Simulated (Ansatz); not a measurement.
# One crystal, many levels of theory: La2O3 (P-3m1)

Wanted: a ladder of band gaps for La2O3 (P-3m1), from density functionals to G0W0.

Main program and level: Ansatz 0.2.0; density functionals, hybrids and G0W0, plane waves, PAW.

Report form: the programs' logs are mostly left out.

In doubt: masses and optical values from hybrid runs of this build are listed as unsure (step 10), which bears on the screening that GW takes from such a start.

### 1. Set-up

The structure is trigonal, space group P-3m1 (No. 164). Conventional cell: a = 3.931 Å, b = 3.931 Å, c = 6.112 Å, α = 90.00°, β = 90.00°, γ = 120.00°. Nearest to La lie 7 O at 2.36 to 2.72 Å. Nearest to O lie 4 La at 2.36 to 2.44 Å. Nearest to O lie 6 La at 2.72 Å. Farther neighbours and most contacts between anions are not listed.

Coordinates:

```cif
data_structure
_symmetry_space_group_name_H-M 'P 1'
_symmetry_Int_Tables_number 1
_cell_length_a 3.9308
_cell_length_b 3.9308
_cell_length_c 6.1120
_cell_angle_alpha 90.000
_cell_angle_beta 90.000
_cell_angle_gamma 120.000
_cell_volume 81.78
loop_
_atom_site_label
_atom_site_type_symbol
_atom_site_fract_x
_atom_site_fract_y
_atom_site_fract_z
_atom_site_occupancy
La1 La 0.66667 0.33333 0.75376 1
La2 La 0.33333 0.66667 0.24624 1
O3 O 0.66667 0.33333 0.35411 1
O4 O 0.33333 0.66667 0.64589 1
O5 O 0.00000 0.00000 0.00000 1
```

The cell and positions are those that the Materials Project relaxed with its own functionals (PBE, PBE+U or r2SCAN), kept fixed. Spin-orbit coupling is left out unless a step names it. The default PAW set here is soft_2. Its files were made with PBE.

### 2. LDA on the 12×12×4 mesh

This step: DFT, LDA, plane waves, PAW.

Input file input.yaml:

```yaml
crystal:
  lattice:
    - [3.930777878, 0.0, 0.0]
    - [-1.965388939, 3.404153499, 0.0]
    - [0.0, 0.0, 6.11195352]
  atoms:
    - { symbol: La, position: [0.66666667, 0.33333333, 0.75376432] }
    - { symbol: La, position: [0.33333333, 0.66666667, 0.24623568] }
    - { symbol: O, position: [0.66666667, 0.33333333, 0.35410935] }
    - { symbol: O, position: [0.33333333, 0.66666667, 0.64589065] }
    - { symbol: O, position: [0.0, 0.0, 0.0] }
kpoints:
  mp_grid: { grid: [12, 12, 4] }
  band_path:
    path:
      - [0.0, 0.0, 0.0]
      - [0.5, 0.0, 0.0]
      - [0.3333333333, 0.3333333333, 0.0]
      - [0.0, 0.0, 0.5]
      - [0.5, 0.0, 0.5]
      - [0.3333333333, 0.3333333333, 0.5]
    npoints: 1
hamiltonian:
  xc: lda
scf:
  occupations: { method: fixed }
  n_extra_bands: 5
output:
  forces: true
  stress: true
  eigenvalues: true
```

The run is started by

```sh
$ ansatz run input.yaml --threads 3 --pin off --max-ram 64512MiB --backend cuda --events-out ev --progress --plain --runs-dir out --devices 1 --max-vram 24GiB  # rebuilt from the run's record
```

Run time: 3.5 s. Hardware: 1 × NVIDIA H100 80GB HBM3 (shared by 3 runs) with 3 threads of AMD EPYC 7R13 (Zen 3), shared host; peak memory 0.97 GiB; 5.8 s of CPU time.

This step gave:

```
pressure             : -6.330 GPa
gap                  : 3.731 eV
valence top at       : k = (0.250, 0.250, -0.500)
conduction bottom at : K
least direct gap     : 3.824 eV
```

Over mesh and listed points the gap is 3.731 eV, from k = (0.250, 0.250, -0.500) to k = (0.333, 0.333, 0.000). The least direct gap found is 3.824 eV, at k = (0.333, 0.333, 0.000). The pressure in this cell is -6 GPa; the cell is kept.

### 3. PBE on the 12×12×4 mesh

Levels along a band path and on the mesh show where this functional puts the band edges.

This step: DFT, PBE, plane waves, PAW.

Edit input.yaml of step 2 so:

```diff
@@ -15,13 +15,10 @@
     path:
-      - [0.0, 0.0, 0.0]
-      - [0.5, 0.0, 0.0]
-      - [0.3333333333, 0.3333333333, 0.0]
-      - [0.0, 0.0, 0.5]
-      - [0.5, 0.0, 0.5]
-      - [0.3333333333, 0.3333333333, 0.5]
-    npoints: 1
+      - [[0.0, 0.0, 0.0], [0.499999999999, 1.330060521968e-12, 0.0], [0.3333333333327, 0.3333333333353, 0.0], [0.0, 0.0, 0.0], [0.0, 0.0, 0.5], [0.499999999999, 1.330060521968e-12, 0.5], [0.3333333333327, 0.3333333333353, 0.5], [0.0, 0.0, 0.5]]
+      - [[0.499999999999, 1.330060521968e-12, 0.5], [0.499999999999, 1.330060521968e-12, 0.0]]
+      - [[0.3333333333327, 0.3333333333353, 0.5], [0.3333333333327, 0.3333333333353, 0.0]]
+    npoints: 10
 hamiltonian:
-  xc: lda
+  xc: pbe
 scf:
-  occupations: { method: fixed }
+  occupations: { method: fermi_dirac, width: 0.02 }
   n_extra_bands: 5
@@ -31 +28,5 @@
   eigenvalues: true
+  write_density: true
+  write_potential: true
+  elf: true
+  volumetric_format: npy
```

Wall time 11 s (1 × NVIDIA H100 80GB HBM3 (shared by 3 runs) with 3 threads); peak memory 1 GiB; 7.1 s of CPU time.

Numbers from this step:

```yaml
pressure: 1.895 GPa
filled_bands: 20
gap: 3.841 eV
valence_top_at: L
conduction_bottom_at: M
least_direct_gap: 3.966 eV
```

Over mesh and path the gap is 3.841 eV, from k = (0.500, 0.000, 0.500) to k = (0.500, 0.000, 0.000). The least direct gap found is 3.966 eV, at k = (0.333, 0.333, 0.000). PBE against LDA: 3.841 − 3.731 = +0.110 eV. Mesh, set of files and cutoff are the same, but the valence top and conduction bottom lie at other k points, so this need not be the shift of one pair of states.

### 4. PBE+SOC on the 12×12×4 mesh

This run has two-component orbitals with spin-orbit coupling.

This step: DFT, PBE with spin-orbit coupling, plane waves, PAW.

input.yaml, the sections that differ from step 3:

```yaml
kpoints:
  mp_grid: { grid: [12, 12, 4] }
  band_path:
    path:
      - [0.0, 0.0, 0.0]
      - [0.5, 0.0, 0.0]
      - [0.3333333333, 0.3333333333, 0.0]
      - [0.0, 0.0, 0.5]
      - [0.5, 0.0, 0.5]
      - [0.3333333333, 0.3333333333, 0.5]
    npoints: 1
scf:
  occupations: { method: fixed }
  n_extra_bands: 10
magnetization:
  noncollinear: true
  spin_orbit: true
output:
  forces: true
  stress: true
  eigenvalues: true
# crystal, hamiltonian: as in step 3
```

The job ended after 6.6 s (1 × NVIDIA H100 80GB HBM3 (shared by 3 runs) with 3 threads; peak memory 1 GiB; 11 s of CPU time).

Numbers from this step:

* pressure: 1.871 GPa
* gap: 3.828 eV
* valence top at: L
* conduction bottom at: M
* least direct gap: 3.955 eV

Over mesh and listed points the gap is 3.828 eV, from k = (0.500, 0.000, 0.500) to k = (0.500, 0.000, 0.000). The least direct gap found is 3.955 eV, at k = (0.333, 0.333, 0.000). PBE+SOC against PBE: 3.828 − 3.841 = −0.013 eV, with the same mesh, set of files (read in its fully relativistic form for the spin-orbit run) and cutoff, and both edges at the same k points. The spin-orbit run sees mesh and listed points alone, so its gap is an upper bound: the coupling can move an edge off these points, and the change over the zone, its sign included where it is small, is not known.

### 5. r2SCAN on the 12×12×4 mesh

r2SCAN is a meta-GGA: it depends on the kinetic-energy density as well as on the density and its gradient.

This step: DFT, r2SCAN, plane waves, PAW.

Edit input.yaml of step 4 so:

```diff
@@ -23,9 +23,6 @@
 hamiltonian:
-  xc: pbe
+  xc: r2scan
 scf:
   occupations: { method: fixed }
-  n_extra_bands: 10
-magnetization:
-  noncollinear: true
-  spin_orbit: true
+  n_extra_bands: 5
 output:
```

It took 4 s on 1 × NVIDIA H100 80GB HBM3 (shared by 3 runs) with 3 threads; peak memory 1 GiB.

This step gave:

| Quantity | Value |
| --- | --- |
| pressure | 0.6347 GPa |
| gap | 4.223 eV |
| valence top at | L |
| conduction bottom at | K |
| least direct gap | 4.344 eV |

Over mesh and listed points the gap is 4.223 eV, from k = (0.500, 0.000, 0.500) to k = (0.333, 0.333, 0.000). The least direct gap found is 4.344 eV, at k = (0.333, 0.333, 0.000). r2SCAN against PBE: 4.223 − 3.841 = +0.382 eV. The runs also differ in plane-wave cutoff (420 eV and 500 eV), and the conduction bottom lies at another k point, so how much of this comes from the functional alone is not known.

### 6. HSE06 on the 6×6×2 mesh

HSE06 mixes in a quarter of exact exchange at short range.

This step: DFT, HSE06, plane waves, PAW.

Edit input.yaml of step 5 so:

```diff
@@ -12,3 +12,3 @@
 kpoints:
-  mp_grid: { grid: [12, 12, 4] }
+  mp_grid: { grid: [6, 6, 2] }
   band_path:
@@ -23,3 +23,3 @@
 hamiltonian:
-  xc: r2scan
+  xc: hse06
 scf:
```

It took 51 s on 1 × NVIDIA H100 80GB HBM3 (shared by 3 runs) with 3 threads; peak memory 2.1 GiB; 68 s of CPU time.

This step gave:

- gap: 5.286 eV
- valence top at: L
- conduction bottom at: K
- least direct gap: 5.414 eV
- exact-exchange fraction: 0.25

Over mesh and listed points the gap is 5.286 eV, from k = (0.500, 0.000, 0.500) to k = (0.333, 0.333, 0.000). The least direct gap found is 5.414 eV, at k = (0.333, 0.333, 0.000). HSE06 against PBE: 5.286 − 3.841 = +1.445 eV. The runs also differ in mesh (12×12×4 and 6×6×2), and the conduction bottom lies at another k point, so how much of this comes from the functional alone is not known. The program's warnings for this run: stress exchange threshold loose; stress scf threshold loose.

### 7. PBE0 on the 6×6×2 mesh

PBE0 mixes in a quarter of exact exchange at all distances.

This step: DFT, PBE0, plane waves, PAW.

Edit input.yaml of step 6 so:

```diff
@@ -23,3 +23,3 @@
 hamiltonian:
-  xc: hse06
+  xc: pbe0
 scf:
```

Run time: 28 s. Hardware: 1 × NVIDIA H100 80GB HBM3 (shared by 3 runs) with 3 threads; peak memory 2.1 GiB.

Numbers from this step:

- gap: 6.029 eV
- valence top at: L
- conduction bottom at: K
- least direct gap: 6.156 eV
- exact-exchange fraction: 0.25

Over mesh and listed points the gap is 6.029 eV, from k = (0.500, 0.000, 0.500) to k = (0.333, 0.333, 0.000). The least direct gap found is 6.156 eV, at k = (0.333, 0.333, 0.000). PBE0 against HSE06: 6.029 − 5.286 = +0.743 eV, with the same mesh, files and cutoff, and both edges at the same k points. The program's warnings for this run: stress exchange threshold loose; stress scf threshold loose.

### 8. DDH-PBE0 on the 6×6×2 mesh

The input asks for a share of exact exchange of one over the crystal's ε∞, which the program works out first.

This step: DFT, dielectric-dependent PBE0 (fraction 1/eps_inf of PBE), plane waves, PAW.

Edit input.yaml of step 7 so:

```diff
@@ -11,2 +11,3 @@
     - { symbol: O, position: [0.0, 0.0, 0.0] }
+  host: atoms
 kpoints:
@@ -23,3 +24,6 @@
 hamiltonian:
-  xc: pbe0
+  xc:
+    exchange: pbe
+    correlation: pbe
+    exx: { coeff: inverse_dielectric }
 scf:
```

The job ended after 54 s (1 × NVIDIA H100 80GB HBM3 (shared by 3 runs) with 3 threads; peak memory 2.3 GiB).

This step gave:

| Property | Result |
| --- | --- |
| gap | 5.666 eV |
| valence top at | L |
| conduction bottom at | K |
| least direct gap | 5.791 eV |
| exact-exchange fraction | 0.2086 |

Over mesh and listed points the gap is 5.666 eV, from k = (0.500, 0.000, 0.500) to k = (0.333, 0.333, 0.000). The least direct gap found is 5.791 eV, at k = (0.333, 0.333, 0.000). DDH-PBE0 against PBE0: 5.666 − 6.029 = −0.363 eV, with the same mesh, files and cutoff, and both edges at the same k points. The program's warnings for this run: stress exchange threshold loose; stress scf threshold loose.

### 9. G0W0@PBE, 6×6×2 mesh, 525 empty bands, screening to 200 eV

G0W0 replaces the xc potential by a self-energy built once from the orbitals of the start. Levels are corrected in the window of bands that the input names, at points of the mesh.

This step: G0W0 on PBE, plane waves, PAW.

Input file input.yaml:

```yaml
crystal:
  lattice:
    - [3.930777878, 0.0, 0.0]
    - [-1.965388939, 3.404153499, 0.0]
    - [0.0, 0.0, 6.11195352]
  atoms:
    - { symbol: La, position: [0.66666667, 0.33333333, 0.75376432] }
    - { symbol: La, position: [0.33333333, 0.66666667, 0.24623568] }
    - { symbol: O, position: [0.66666667, 0.33333333, 0.35410935] }
    - { symbol: O, position: [0.33333333, 0.66666667, 0.64589065] }
    - { symbol: O, position: [0.0, 0.0, 0.0] }
kpoints:
  mp_grid: { grid: [6, 6, 2] }
hamiltonian:
  xc: pbe
scf:
  occupations: { method: fixed }
gw:
  n_empty_bands: 525
  ecut_chi: 200.0
  qp_bands: [v2, c2]
  qp_kpoints: band_edges
  screening: { model: contour_deformation }
```

Elapsed: 30 s, on 1 × NVIDIA H100 80GB HBM3 (shared by 3 runs) with 3 threads; peak memory 1.9 GiB; 41 s of CPU time.

Numbers from this step:

| Quantity | Value |
| --- | --- |
| bands summed | 545 |
| RPA ε∞ on this mesh (eigenvalues) | 4.527, 4.604, 4.604 |
| plane waves in the screening matrix | 537 |
| G0W0 gap over the corrected points | 5.477 eV |
| k of the valence top | 0, -0.5, -0.5 |
| k of the conduction bottom | 0.3333, 0.3333, 0 |
| starting gap on the mesh | 3.843 eV |
| Z at the valence top | 0.7384 |
| Z at the conduction bottom | 0.8056 |
| least direct G0W0 gap over the corrected points | 5.599 eV |

Over all 14 irreducible mesh points the G0W0 gap is 5.477 eV, from k = (0.000, -0.500, -0.500) to k = (0.333, 0.333, 0.000). The PBE gap of this run on the mesh is 3.843 eV. Other states bound it: the two that bound the G0W0 gap lie 3.858 eV apart in PBE, so state for state the correction is 5.477 − 3.858 = +1.619 eV, while gap against gap it is 5.477 − 3.843 = +1.634 eV. The program marks 18 of the 56 corrected levels as in doubt (energies apart), neither edge state among them.

### 10. G0W0@HSE06, 6×6×2 mesh, 525 empty bands, screening to 200 eV

This step: G0W0 on HSE06, plane waves, PAW.

Edit input.yaml of step 9 so:

```diff
@@ -14,3 +14,3 @@
 hamiltonian:
-  xc: pbe
+  xc: hse06
 scf:
```

The job ended after 52 s (1 × NVIDIA H100 80GB HBM3 (shared by 3 runs) with 3 threads; peak memory 2.3 GiB; 66 s of CPU time).

Numbers from this step:

- bands summed: 545
- RPA ε∞ on this mesh (eigenvalues): 3.637, 3.703, 3.703
- plane waves in the screening matrix: 537
- G0W0 gap over the corrected points: 5.767 eV
- k of the valence top: 0, -0.5, -0.5
- k of the conduction bottom: 0.3333, 0.3333, 0
- starting gap on the mesh: 5.287 eV
- Z at the valence top: 0.7769
- Z at the conduction bottom: 0.8441
- least direct G0W0 gap over the corrected points: 5.900 eV

Over all 14 irreducible mesh points the G0W0 gap is 5.767 eV, from k = (0.000, -0.500, -0.500) to k = (0.333, 0.333, 0.000). The HSE06 gap of this run on the mesh is 5.287 eV. The two states that bound the G0W0 gap lie that far apart at the start, so the correction of the gap is 5.767 − 5.287 = +0.480 eV. G0W0@HSE06 against G0W0@PBE with 545 bands: 5.767 − 5.477 = +0.290 eV, with the same mesh, files and cutoffs, and both edges at the same k points.

(Part 1 of 2 ends here.)

[Paths, hosts, dates, memory and timing lines, banners, echoed tables and standing remarks are left out of the program output.]

[Logs are printed without paths, hosts, clocks, repeated set-up lines and the standing remarks that a program may print on its own settings, such as how far it seeks lower states.]

[Runs of the session that timed out or met a known fault of the program may be left out.]

[Cells called generated may have been cut or substituted from an entry of the Crystallography Open Database or the Materials Project.]

[Hosts, paths, dates, database ids (printed as entryN), source tags and the programs' standing remarks are cut or masked in the printed files.]

[Where an RPA ε∞ is given, it is that of the G0W0 mesh and is not shown converged in it. Names of k-points follow the symmetry that the program found, which can be lower than the space group named. Band edges on a path are those of the sampled points; other points can move an edge, and change direct to indirect where valleys lie close.]

[Hybrid gaps are those of their k-mesh and are not shown converged in it.]
